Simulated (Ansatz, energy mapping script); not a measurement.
# Spin model of LiNiSe2 in the alpha-NaFeO2 structure from collinear orders

Aim: the exchange couplings of LiNiSe2 in the alpha-NaFeO2 structure from the energies of a few collinear orders, and the ordering temperature that they give.

Main program and level: Ansatz 0.2.0; PBEsol with U = 7.8 eV on Ni d, ortho-atomic projectors; plane waves, U on orthogonalised atomic orbitals unless named otherwise, collinear spin, no spin–orbit coupling.

Most raw output is cut from this account.

### Step 1. Set-up

The structure is trigonal, space group R-3m (No. 166). The conventional cell has a = 3.596 Å, b = 3.596 Å, c = 18.302 Å, α = 90.00°, β = 90.00°, γ = 120.00°. Nearest to Li lie 6 Se at 2.65 Å. Nearest to Ni lie 6 Se at 2.51 Å. Nearest to Se lie 3 Ni at 2.51 Å and 3 Li at 2.65 Å. alpha-NaFeO2 prototype, lattice guessed from radii. Farther neighbours and most contacts between anions are not listed.

This cell was built for the study (alpha-NaFeO2 prototype, lattice guessed from radii), not taken from an experiment; the compound need not form in this structure.

The cell was relaxed beforehand in Ansatz under PBE with U = 6.9 eV on Ni d, ortho-atomic projectors, D3(BJ) dispersion, from parallel moments.

A Hubbard U penalises fractional filling of the shell. It raises the cost of virtual hops to the neighbours, so couplings that rest on such hops usually weaken.

### Step 2. Which atoms carry moments

One run in the crystal's own cell, under PBEsol with U = 6.6 eV on Ni d, ortho-atomic projectors, shows which elements keep a moment. Transition or f elements with 0.3 μB or more enter the spin model; moments induced on other atoms do not.

Contents of input.yaml:

```yaml
crystal:
  lattice:
    - [1.798064091, 1.038129838, 6.100697506]
    - [-1.798064091, 1.038129838, 6.100697506]
    - [0.0, -2.076208523, 6.10070621]
  atoms:
    - { symbol: Li, position: [0.0, 0.0, 0.0] }
    - { symbol: Ni, position: [0.5, 0.5, 0.5], spin: 2.0 }
    - { symbol: Se, position: [0.243619626, 0.243619626, 0.243619626] }
    - { symbol: Se, position: [0.756380374, 0.756380374, 0.756380374] }
magnetization:
  spin_polarized: true
kpoints:
  mp_grid: { grid: [8, 8, 8] }
hamiltonian:
  xc: pbesol
  hubbard:
    sites: [{ species: Ni, l: d, u_eff: 6.6 }]
    projectors: ortho-atomic
scf:
  occupations: { method: fermi_dirac, width: 0.05 }
output:
  eigenvalues: true
```

Started as:

```sh
> ansatz run input.yaml --threads 4 --pin off --max-ram 8192MiB --backend cpu --events-out ev --progress --plain --runs-dir out
```

Wall time 8.8 s (4 threads of Arm Neoverse V2, shared host); peak memory 0.57 GiB; 34 s of CPU time.

Spin moment in the sphere by atom:

```
atom  spin moment in the sphere (μB)
 Li1                            0.03
 Ni2                            1.29
 Se3                           -0.07
 Se4                           -0.07
```

The run ends ferromagnetic; Ni carries the moments.

### Step 3. One set of occupation matrices for all orders

A corrected shell can settle in several orbital fillings. One parallel run, with an occupation width a fifth wider than the orders use, therefore is to supply the occupation matrices. All orders start from them.

input.yaml, the sections that differ from step 2:

```yaml
kpoints:
  mp_grid: { grid: [12, 12, 12] }
hamiltonian:
  xc: pbesol
  hubbard:
    sites: [{ species: Ni, l: d, u_eff: 7.8 }]
    projectors: ortho-atomic
scf:
  occupations: { method: fermi_dirac, width: 0.036 }
# crystal, magnetization, output: as in step 2
```

Wall time 66 s (4 threads); peak memory 3.4 GiB.

Numbers from this step:

* final state: ferromagnetic
* electrons in the corrected shells: 8.545 e
* largest moment: 1.372 μB

### Step 4. Parallel start in cell A (8 atoms)

The parallel order is the zero of energy for this cell and mesh.

Contents of input.yaml:

```yaml
crystal:
  lattice:
    - [-1.798064091, 3.114338361, -8.704e-06]
    - [-5.394192273, -3.114338361, 8.704e-06]
    - [1.798064091, 1.038129838, 6.100697506]
  atoms:
    - { symbol: Li, position: [0.5, 0.5, 0.0] }
    - { symbol: Li, position: [0.0, 0.0, 0.0] }
    - { symbol: Ni, position: [0.5, 0.0, 0.5], spin: 2.0 }
    - { symbol: Ni, position: [0.0, 0.5, 0.5], spin: 2.0 }
    - { symbol: Se, position: [0.5, 0.743619626, 0.730858878] }
    - { symbol: Se, position: [0.0, 0.243619626, 0.730858878] }
    - { symbol: Se, position: [0.5, 0.256380374, 0.269141122] }
    - { symbol: Se, position: [0.0, 0.756380374, 0.269141122] }
magnetization:
  spin_polarized: true
kpoints:
  mp_grid: { grid: [10, 6, 6] }
hamiltonian:
  xc: pbesol
  hubbard:
    sites:
      - { species: Ni, l: d, u_eff: 7.8 }
      - { site: 2, l: d, u_eff: 7.8, starting_ns: [{ spin: up, occupation_matrix: ni2_major }, { spin: down, occupation_matrix: ni2_minor }] }
      - { site: 3, l: d, u_eff: 7.8, starting_ns: [{ spin: up, occupation_matrix: ni2_major }, { spin: down, occupation_matrix: ni2_minor }] }
    projectors: ortho-atomic
    occupation_matrices:
      ni2_major:
        matrix:
          - [0.995, 0.0, 0.0, 0.0, 0.0]
          - [0.0, 0.983, 0.0, 0.0, 0.009]
          - [0.0, 0.0, 0.983, 0.009, 0.0]
          - [0.0, 0.0, 0.009, 0.989, 0.0]
          - [0.0, 0.009, 0.0, 0.0, 0.989]
      ni2_minor:
        matrix:
          - [0.993, 0.0, 0.0, 0.0, 0.0]
          - [0.0, 0.531, 0.0, 0.0, 0.317]
          - [0.0, 0.0, 0.531, 0.317, 0.0]
          - [0.0, 0.0, 0.317, 0.775, 0.0]
          - [0.0, 0.317, 0.0, 0.0, 0.775]
scf:
  occupations: { method: fermi_dirac, width: 0.03 }
output:
  eigenvalues: true
  write_density: true
  write_potential: true
  elf: true
  volumetric_format: npy
```

Wall time 83 s (4 threads); peak memory 2.5 GiB; 5.4 min of CPU time.

Spin moment in the sphere by atom:

```
atom  spin moment in the sphere (μB)
 Li1                            0.02
 Li2                            0.02
 Ni3                            1.37
 Ni4                            1.37
 Se5                           -0.11
 Se6                           -0.11
 Se7                           -0.11
 Se8                           -0.11
```

The run ends ferromagnetic.

Spin density in the bc plane at fractional x = 0.000, with atoms of Li and Ni and Se within 0.2 Å of it.

Values in e/Å³, 9 rows by 16 columns, each cell a mean:
```
0.0 0.0 0.0 0.0 0.0 0.0 0.0 0.0 0.0 0.0 0.0 0.0 0.0 0.0 0.0 0.0
0.0 0.0 0.0 0.0 0.0 0.0 0.0 0.0 0.0 0.0 0.0 0.0 0.0 0.0 0.0 0.0
0.0 0.0 0.0 0.0 0.0 0.0 0.0 0.0 0.0 0.0 0.0 0.0 0.0 0.0 0.0 0.0
0.0 0.0 0.0 0.0 0.0 0.0 0.1 0.5 0.5 0.2 0.0 0.0 0.0 0.0 0.0 0.0
0.0 0.0 0.0 0.0 0.0 0.0 0.1 1.9 3.2 0.6 0.0 0.0 0.0 0.0 0.0 0.0
0.0 0.0 0.0 0.0 0.0 0.0 0.0 0.1 0.2 0.1 0.0 0.0 0.0 0.0 0.0 0.0
0.0 0.0 0.0 0.0 0.0 0.0 0.0 0.0 0.0 0.0 0.0 0.0 0.0 0.0 0.0 0.0
0.0 0.0 0.0 0.0 0.0 0.0 0.0 0.0 0.0 0.0 0.0 0.0 0.0 0.0 0.0 0.0
0.0 0.0 0.0 0.0 0.0 0.0 0.0 0.0 0.0 0.0 0.0 0.0 0.0 0.0 0.0 0.0
```
Columns run along b (6.2 Å), rows up along c (6.4 Å). Atoms in or near the plane, at fractional coordinates: Li at (0.00, 0.00), Ni at (0.50, 0.50), Se at (0.24, 0.73), Se at (0.76, 0.27).

ELF in the bc plane at fractional x = 0.000, with atoms of Li and Ni and Se within 0.2 Å of it. It is the smooth field of the valence electrons, not physical close to the nuclei.

Values in units of 1e-1, 9 rows by 16 columns, each cell a mean:
```
5.1 1.6 3.6 6.3 7.3 7.4 6.8 4.5 1.6 0.7 0.7 0.7 0.7 0.4 1.0 5.7
2.0 6.0 7.8 7.1 6.1 7.3 7.9 6.4 2.4 0.7 0.6 0.9 1.1 1.0 0.6 0.5
4.4 7.2 6.9 3.2 3.0 6.8 7.6 4.5 1.8 1.4 1.4 1.5 1.3 0.8 0.5 1.0
3.6 6.3 7.1 6.9 7.0 6.0 2.9 2.0 3.7 3.1 2.0 1.5 1.0 0.6 0.5 1.1
1.6 2.0 2.6 2.7 2.3 1.8 2.9 5.0 5.8 3.2 2.0 3.0 4.0 4.3 3.8 2.5
2.3 0.6 0.4 0.7 1.3 1.6 2.1 2.8 2.1 2.7 6.1 7.3 6.4 6.8 7.4 5.8
2.0 0.6 0.8 1.2 1.4 1.4 1.2 1.3 3.4 7.1 7.6 4.1 2.2 5.5 7.6 6.0
0.8 0.4 0.6 0.9 0.8 0.6 0.5 1.1 4.5 7.4 8.0 7.6 7.6 7.9 6.4 2.6
8.4 5.0 0.2 0.8 1.3 1.6 1.3 1.1 2.1 4.5 6.0 6.1 5.3 3.4 1.1 5.7
```
Columns run along b (6.2 Å), rows up along c (6.4 Å). Atoms in or near the plane, at fractional coordinates: Li at (0.00, 0.00), Ni at (0.50, 0.50), Se at (0.24, 0.73), Se at (0.76, 0.27).

### Step 5. Compensated +− start in cell A (8 atoms)

This order reverses 4 of the 6 neighbours at 3.60 Å, 4 of the 6 neighbours at 6.23 Å and 4 of the 6 neighbours at 6.44 Å, counted for an average magnetic atom.

input.yaml: that of step 4 with these lines changed.

```diff
@@ -9,3 +9,3 @@
     - { symbol: Ni, position: [0.5, 0.0, 0.5], spin: 2.0 }
-    - { symbol: Ni, position: [0.0, 0.5, 0.5], spin: 2.0 }
+    - { symbol: Ni, position: [0.0, 0.5, 0.5], spin: -2.0 }
     - { symbol: Se, position: [0.5, 0.743619626, 0.730858878] }
@@ -24,3 +24,3 @@
       - { site: 2, l: d, u_eff: 7.8, starting_ns: [{ spin: up, occupation_matrix: ni2_major }, { spin: down, occupation_matrix: ni2_minor }] }
-      - { site: 3, l: d, u_eff: 7.8, starting_ns: [{ spin: up, occupation_matrix: ni2_major }, { spin: down, occupation_matrix: ni2_minor }] }
+      - { site: 3, l: d, u_eff: 7.8, starting_ns: [{ spin: up, occupation_matrix: ni2_minor }, { spin: down, occupation_matrix: ni2_major }] }
     projectors: ortho-atomic
```

The job ended after 97 s (4 threads; peak memory 2.5 GiB; 6.2 min of CPU time).

Spin moment in the sphere by atom:

```
atom  spin moment in the sphere (μB)
 Li1                            0.02
 Li2                           -0.02
 Ni3                            1.38
 Ni4                           -1.38
 Se5                            0.04
 Se6                           -0.04
 Se7                            0.04
 Se8                           -0.04
```

The run ends antiferromagnetic, 71.71 meV a magnetic atom above the parallel order of its cell (energies taken at zero occupation width, not the printed F).

Spin density in the bc plane at fractional x = 0.000, with atoms of Li and Ni and Se within 0.2 Å of it.

Values in e/Å³, 9 rows by 16 columns, each cell a mean:
```
 0.0  0.0  0.0  0.0  0.0  0.0  0.0  0.0  0.0  0.0  0.0  0.0  0.0  0.0  0.0  0.0
 0.0  0.0  0.0  0.0  0.0  0.0  0.0  0.0  0.0  0.0  0.0  0.0  0.0  0.0  0.0  0.0
 0.0  0.0  0.0  0.0  0.0  0.0  0.0  0.0  0.0  0.0  0.0  0.0  0.0  0.0  0.0  0.0
 0.0  0.0  0.0  0.0  0.0  0.0 -0.1 -0.5 -0.5 -0.2  0.0  0.0  0.0  0.0  0.0  0.0
 0.0  0.0  0.0  0.0  0.0  0.0 -0.1 -1.9 -3.2 -0.6  0.0  0.0  0.0  0.0  0.0  0.0
 0.0  0.0  0.0  0.0  0.0  0.0  0.0 -0.1 -0.2 -0.1  0.0  0.0  0.0  0.0  0.0  0.0
 0.0  0.0  0.0  0.0  0.0  0.0  0.0  0.0  0.0  0.0  0.0  0.0  0.0  0.0  0.0  0.0
 0.0  0.0  0.0  0.0  0.0  0.0  0.0  0.0  0.0  0.0  0.0  0.0  0.0  0.0  0.0  0.0
 0.0  0.0  0.0  0.0  0.0  0.0  0.0  0.0  0.0  0.0  0.0  0.0  0.0  0.0  0.0  0.0
```
Columns run along b (6.2 Å), rows up along c (6.4 Å). Atoms in or near the plane, at fractional coordinates: Li at (0.00, 0.00), Ni at (0.50, 0.50), Se at (0.24, 0.73), Se at (0.76, 0.27).

ELF in the bc plane at fractional x = 0.000, with atoms of Li and Ni and Se within 0.2 Å of it. It is the smooth field of the valence electrons, not physical close to the nuclei.

Values in units of 1e-1, 9 rows by 16 columns, each cell a mean:
```
5.1 1.7 3.7 6.3 7.2 7.4 6.8 4.6 1.7 0.7 0.7 0.7 0.7 0.4 1.0 5.7
2.0 6.0 7.8 7.1 6.1 7.3 7.9 6.5 2.5 0.7 0.6 0.9 1.1 1.0 0.6 0.5
4.4 7.3 7.0 3.2 3.0 6.8 7.6 4.5 1.8 1.4 1.4 1.5 1.3 0.8 0.5 1.0
3.6 6.3 7.1 6.9 7.0 6.0 2.8 2.0 3.7 3.1 2.0 1.5 1.0 0.6 0.5 1.1
1.6 2.0 2.6 2.7 2.3 1.8 2.9 5.0 5.8 3.2 2.0 3.0 4.0 4.3 3.8 2.5
2.3 0.6 0.4 0.7 1.3 1.6 2.1 2.8 2.1 2.7 6.1 7.3 6.4 6.8 7.4 5.9
2.0 0.6 0.8 1.2 1.4 1.4 1.2 1.3 3.5 7.1 7.6 4.1 2.2 5.6 7.6 6.1
0.8 0.4 0.6 1.0 0.8 0.6 0.5 1.1 4.6 7.5 8.0 7.5 7.6 7.9 6.5 2.6
8.4 5.0 0.2 0.8 1.3 1.5 1.3 1.1 2.2 4.5 5.9 6.0 5.3 3.4 1.1 5.7
```
Columns run along b (6.2 Å), rows up along c (6.4 Å). Atoms in or near the plane, at fractional coordinates: Li at (0.00, 0.00), Ni at (0.50, 0.50), Se at (0.24, 0.73), Se at (0.76, 0.27).

### Step 6. Parallel start in cell B (12 atoms)

The parallel order again, as the reference for this cell.

Contents of input.yaml:

```yaml
crystal:
  lattice:
    - [-5.394192273, -3.114338361, 8.704e-06]
    - [-5.394192273, 3.114338361, -8.704e-06]
    - [-1.798064091, -1.038129838, -6.100697506]
  atoms:
    - { symbol: Li, position: [0.666666667, 0.666666667, 0.0] }
    - { symbol: Li, position: [0.333333333, 0.333333333, 0.0] }
    - { symbol: Li, position: [0.0, 0.0, 0.0] }
    - { symbol: Ni, position: [0.166666667, 0.666666667, 0.5], spin: 2.0 }
    - { symbol: Ni, position: [0.833333333, 0.333333333, 0.5], spin: 2.0 }
    - { symbol: Ni, position: [0.5, 0.0, 0.5], spin: 2.0 }
    - { symbol: Se, position: [0.910286293, 0.666666667, 0.269141122] }
    - { symbol: Se, position: [0.576952959, 0.333333333, 0.269141122] }
    - { symbol: Se, position: [0.243619626, 0.0, 0.269141122] }
    - { symbol: Se, position: [0.423047041, 0.666666667, 0.730858878] }
    - { symbol: Se, position: [0.089713707, 0.333333333, 0.730858878] }
    - { symbol: Se, position: [0.756380374, 0.0, 0.730858878] }
magnetization:
  spin_polarized: true
kpoints:
  mp_grid: { grid: [7, 7, 6] }
hamiltonian:
  xc: pbesol
  hubbard:
    sites:
      - { species: Ni, l: d, u_eff: 7.8 }
      - { site: 3, l: d, u_eff: 7.8, starting_ns: [{ spin: up, occupation_matrix: ni2_major }, { spin: down, occupation_matrix: ni2_minor }] }
      - { site: 4, l: d, u_eff: 7.8, starting_ns: [{ spin: up, occupation_matrix: ni2_major }, { spin: down, occupation_matrix: ni2_minor }] }
      - { site: 5, l: d, u_eff: 7.8, starting_ns: [{ spin: up, occupation_matrix: ni2_major }, { spin: down, occupation_matrix: ni2_minor }] }
    projectors: ortho-atomic
    occupation_matrices:
      ni2_major:
        matrix:
          - [0.995, 0.0, 0.0, 0.0, 0.0]
          - [0.0, 0.983, 0.0, 0.0, 0.009]
          - [0.0, 0.0, 0.983, 0.009, 0.0]
          - [0.0, 0.0, 0.009, 0.989, 0.0]
          - [0.0, 0.009, 0.0, 0.0, 0.989]
      ni2_minor:
        matrix:
          - [0.993, 0.0, 0.0, 0.0, 0.0]
          - [0.0, 0.531, 0.0, 0.0, 0.317]
          - [0.0, 0.0, 0.531, 0.317, 0.0]
          - [0.0, 0.0, 0.317, 0.775, 0.0]
          - [0.0, 0.317, 0.0, 0.0, 0.775]
scf:
  occupations: { method: fermi_dirac, width: 0.03 }
output:
  eigenvalues: true
```

Elapsed: 2.6 min, on 4 threads; peak memory 4.3 GiB.

The run ends ferromagnetic. For each magnetic atom its energy differs from the parallel run of the first cell by 2.74 meV, an error that one common reference would have brought in.

### Step 7. Order 4: uncompensated ++−, cell B of 12 atoms

This order reverses 4 of the 6 neighbours at 3.60 Å, 0 of the 6 neighbours at 6.23 Å and 2.67 of the 6 neighbours at 6.44 Å, counted for an average magnetic atom.

input.yaml: that of step 6 with these lines changed.

```diff
@@ -11,3 +11,3 @@
     - { symbol: Ni, position: [0.833333333, 0.333333333, 0.5], spin: 2.0 }
-    - { symbol: Ni, position: [0.5, 0.0, 0.5], spin: 2.0 }
+    - { symbol: Ni, position: [0.5, 0.0, 0.5], spin: -2.0 }
     - { symbol: Se, position: [0.910286293, 0.666666667, 0.269141122] }
@@ -29,3 +29,3 @@
       - { site: 4, l: d, u_eff: 7.8, starting_ns: [{ spin: up, occupation_matrix: ni2_major }, { spin: down, occupation_matrix: ni2_minor }] }
-      - { site: 5, l: d, u_eff: 7.8, starting_ns: [{ spin: up, occupation_matrix: ni2_major }, { spin: down, occupation_matrix: ni2_minor }] }
+      - { site: 5, l: d, u_eff: 7.8, starting_ns: [{ spin: up, occupation_matrix: ni2_minor }, { spin: down, occupation_matrix: ni2_major }] }
     projectors: ortho-atomic
```

Run time: 3.8 min. Hardware: 4 threads; peak memory 4.3 GiB; 15 min of CPU time.

The run ends ferrimagnetic, 90.56 meV a magnetic atom above the parallel order of its cell (energies taken at zero occupation width, not the printed F).

### Step 8. Run 5 (parallel; cell C, 8 atoms)

Contents of input.yaml:

```yaml
crystal:
  lattice:
    - [-3.596128182, 0.0, 0.0]
    - [0.0, 6.228676722, -1.7408e-05]
    - [1.798064091, -1.038129838, -6.100697506]
  atoms:
    - { symbol: Li, position: [0.0, 0.0, 0.0] }
    - { symbol: Li, position: [0.5, 0.5, 0.0] }
    - { symbol: Ni, position: [0.25, 0.75, 0.5], spin: 2.0 }
    - { symbol: Ni, position: [0.75, 0.25, 0.5], spin: 2.0 }
    - { symbol: Se, position: [0.634570561, 0.878190187, 0.269141122] }
    - { symbol: Se, position: [0.134570561, 0.378190187, 0.269141122] }
    - { symbol: Se, position: [0.865429439, 0.621809813, 0.730858878] }
    - { symbol: Se, position: [0.365429439, 0.121809813, 0.730858878] }
magnetization:
  spin_polarized: true
kpoints:
  mp_grid: { grid: [11, 6, 11] }
hamiltonian:
  xc: pbesol
  hubbard:
    sites:
      - { species: Ni, l: d, u_eff: 7.8 }
      - { site: 2, l: d, u_eff: 7.8, starting_ns: [{ spin: up, occupation_matrix: ni2_major }, { spin: down, occupation_matrix: ni2_minor }] }
      - { site: 3, l: d, u_eff: 7.8, starting_ns: [{ spin: up, occupation_matrix: ni2_major }, { spin: down, occupation_matrix: ni2_minor }] }
    projectors: ortho-atomic
    occupation_matrices:
      ni2_major:
        matrix:
          - [0.995, 0.0, 0.0, 0.0, 0.0]
          - [0.0, 0.983, 0.0, 0.0, 0.009]
          - [0.0, 0.0, 0.983, 0.009, 0.0]
          - [0.0, 0.0, 0.009, 0.989, 0.0]
          - [0.0, 0.009, 0.0, 0.0, 0.989]
      ni2_minor:
        matrix:
          - [0.993, 0.0, 0.0, 0.0, 0.0]
          - [0.0, 0.531, 0.0, 0.0, 0.317]
          - [0.0, 0.0, 0.531, 0.317, 0.0]
          - [0.0, 0.0, 0.317, 0.775, 0.0]
          - [0.0, 0.317, 0.0, 0.0, 0.775]
scf:
  occupations: { method: fermi_dirac, width: 0.03 }
output:
  eigenvalues: true
```

Run time: 96 s. Hardware: 4 threads; peak memory 2.8 GiB; 6.2 min of CPU time.

The run ends ferromagnetic. For each magnetic atom its energy differs from the parallel run of the first cell by 0.13 meV, an error that one common reference would have brought in.

### Step 9. Order 6: compensated +−, cell C of 8 atoms

This order reverses 4 of the 6 neighbours at 3.60 Å, 4 of the 6 neighbours at 6.23 Å and 2 of the 6 neighbours at 6.44 Å, counted for an average magnetic atom.

input.yaml: that of step 8 with these lines changed.

```diff
@@ -9,3 +9,3 @@
     - { symbol: Ni, position: [0.25, 0.75, 0.5], spin: 2.0 }
-    - { symbol: Ni, position: [0.75, 0.25, 0.5], spin: 2.0 }
+    - { symbol: Ni, position: [0.75, 0.25, 0.5], spin: -2.0 }
     - { symbol: Se, position: [0.634570561, 0.878190187, 0.269141122] }
@@ -24,3 +24,3 @@
       - { site: 2, l: d, u_eff: 7.8, starting_ns: [{ spin: up, occupation_matrix: ni2_major }, { spin: down, occupation_matrix: ni2_minor }] }
-      - { site: 3, l: d, u_eff: 7.8, starting_ns: [{ spin: up, occupation_matrix: ni2_major }, { spin: down, occupation_matrix: ni2_minor }] }
+      - { site: 3, l: d, u_eff: 7.8, starting_ns: [{ spin: up, occupation_matrix: ni2_minor }, { spin: down, occupation_matrix: ni2_major }] }
     projectors: ortho-atomic
```

The job ended after 100 s (4 threads; peak memory 2.8 GiB).

The run ends antiferromagnetic, 89.66 meV a magnetic atom above the parallel order of its cell (energies taken at zero occupation width, not the printed F).

[end of part 1 of 2]

[Logs and program files are shortened in this print: banners, set-up blocks, solver, clock and traceback lines can be left out without a mark of their own.]

[Logs are printed without paths, hosts, clocks, repeated set-up lines and the standing remarks that a program may print on its own settings, such as how far it seeks lower states.]

[Hosts, paths, dates, database ids (printed as entryN), source tags and the programs' standing remarks are cut or masked in the printed files.]

[Where a cell is said to come from a database of computed structures, the database is the Materials Project.]
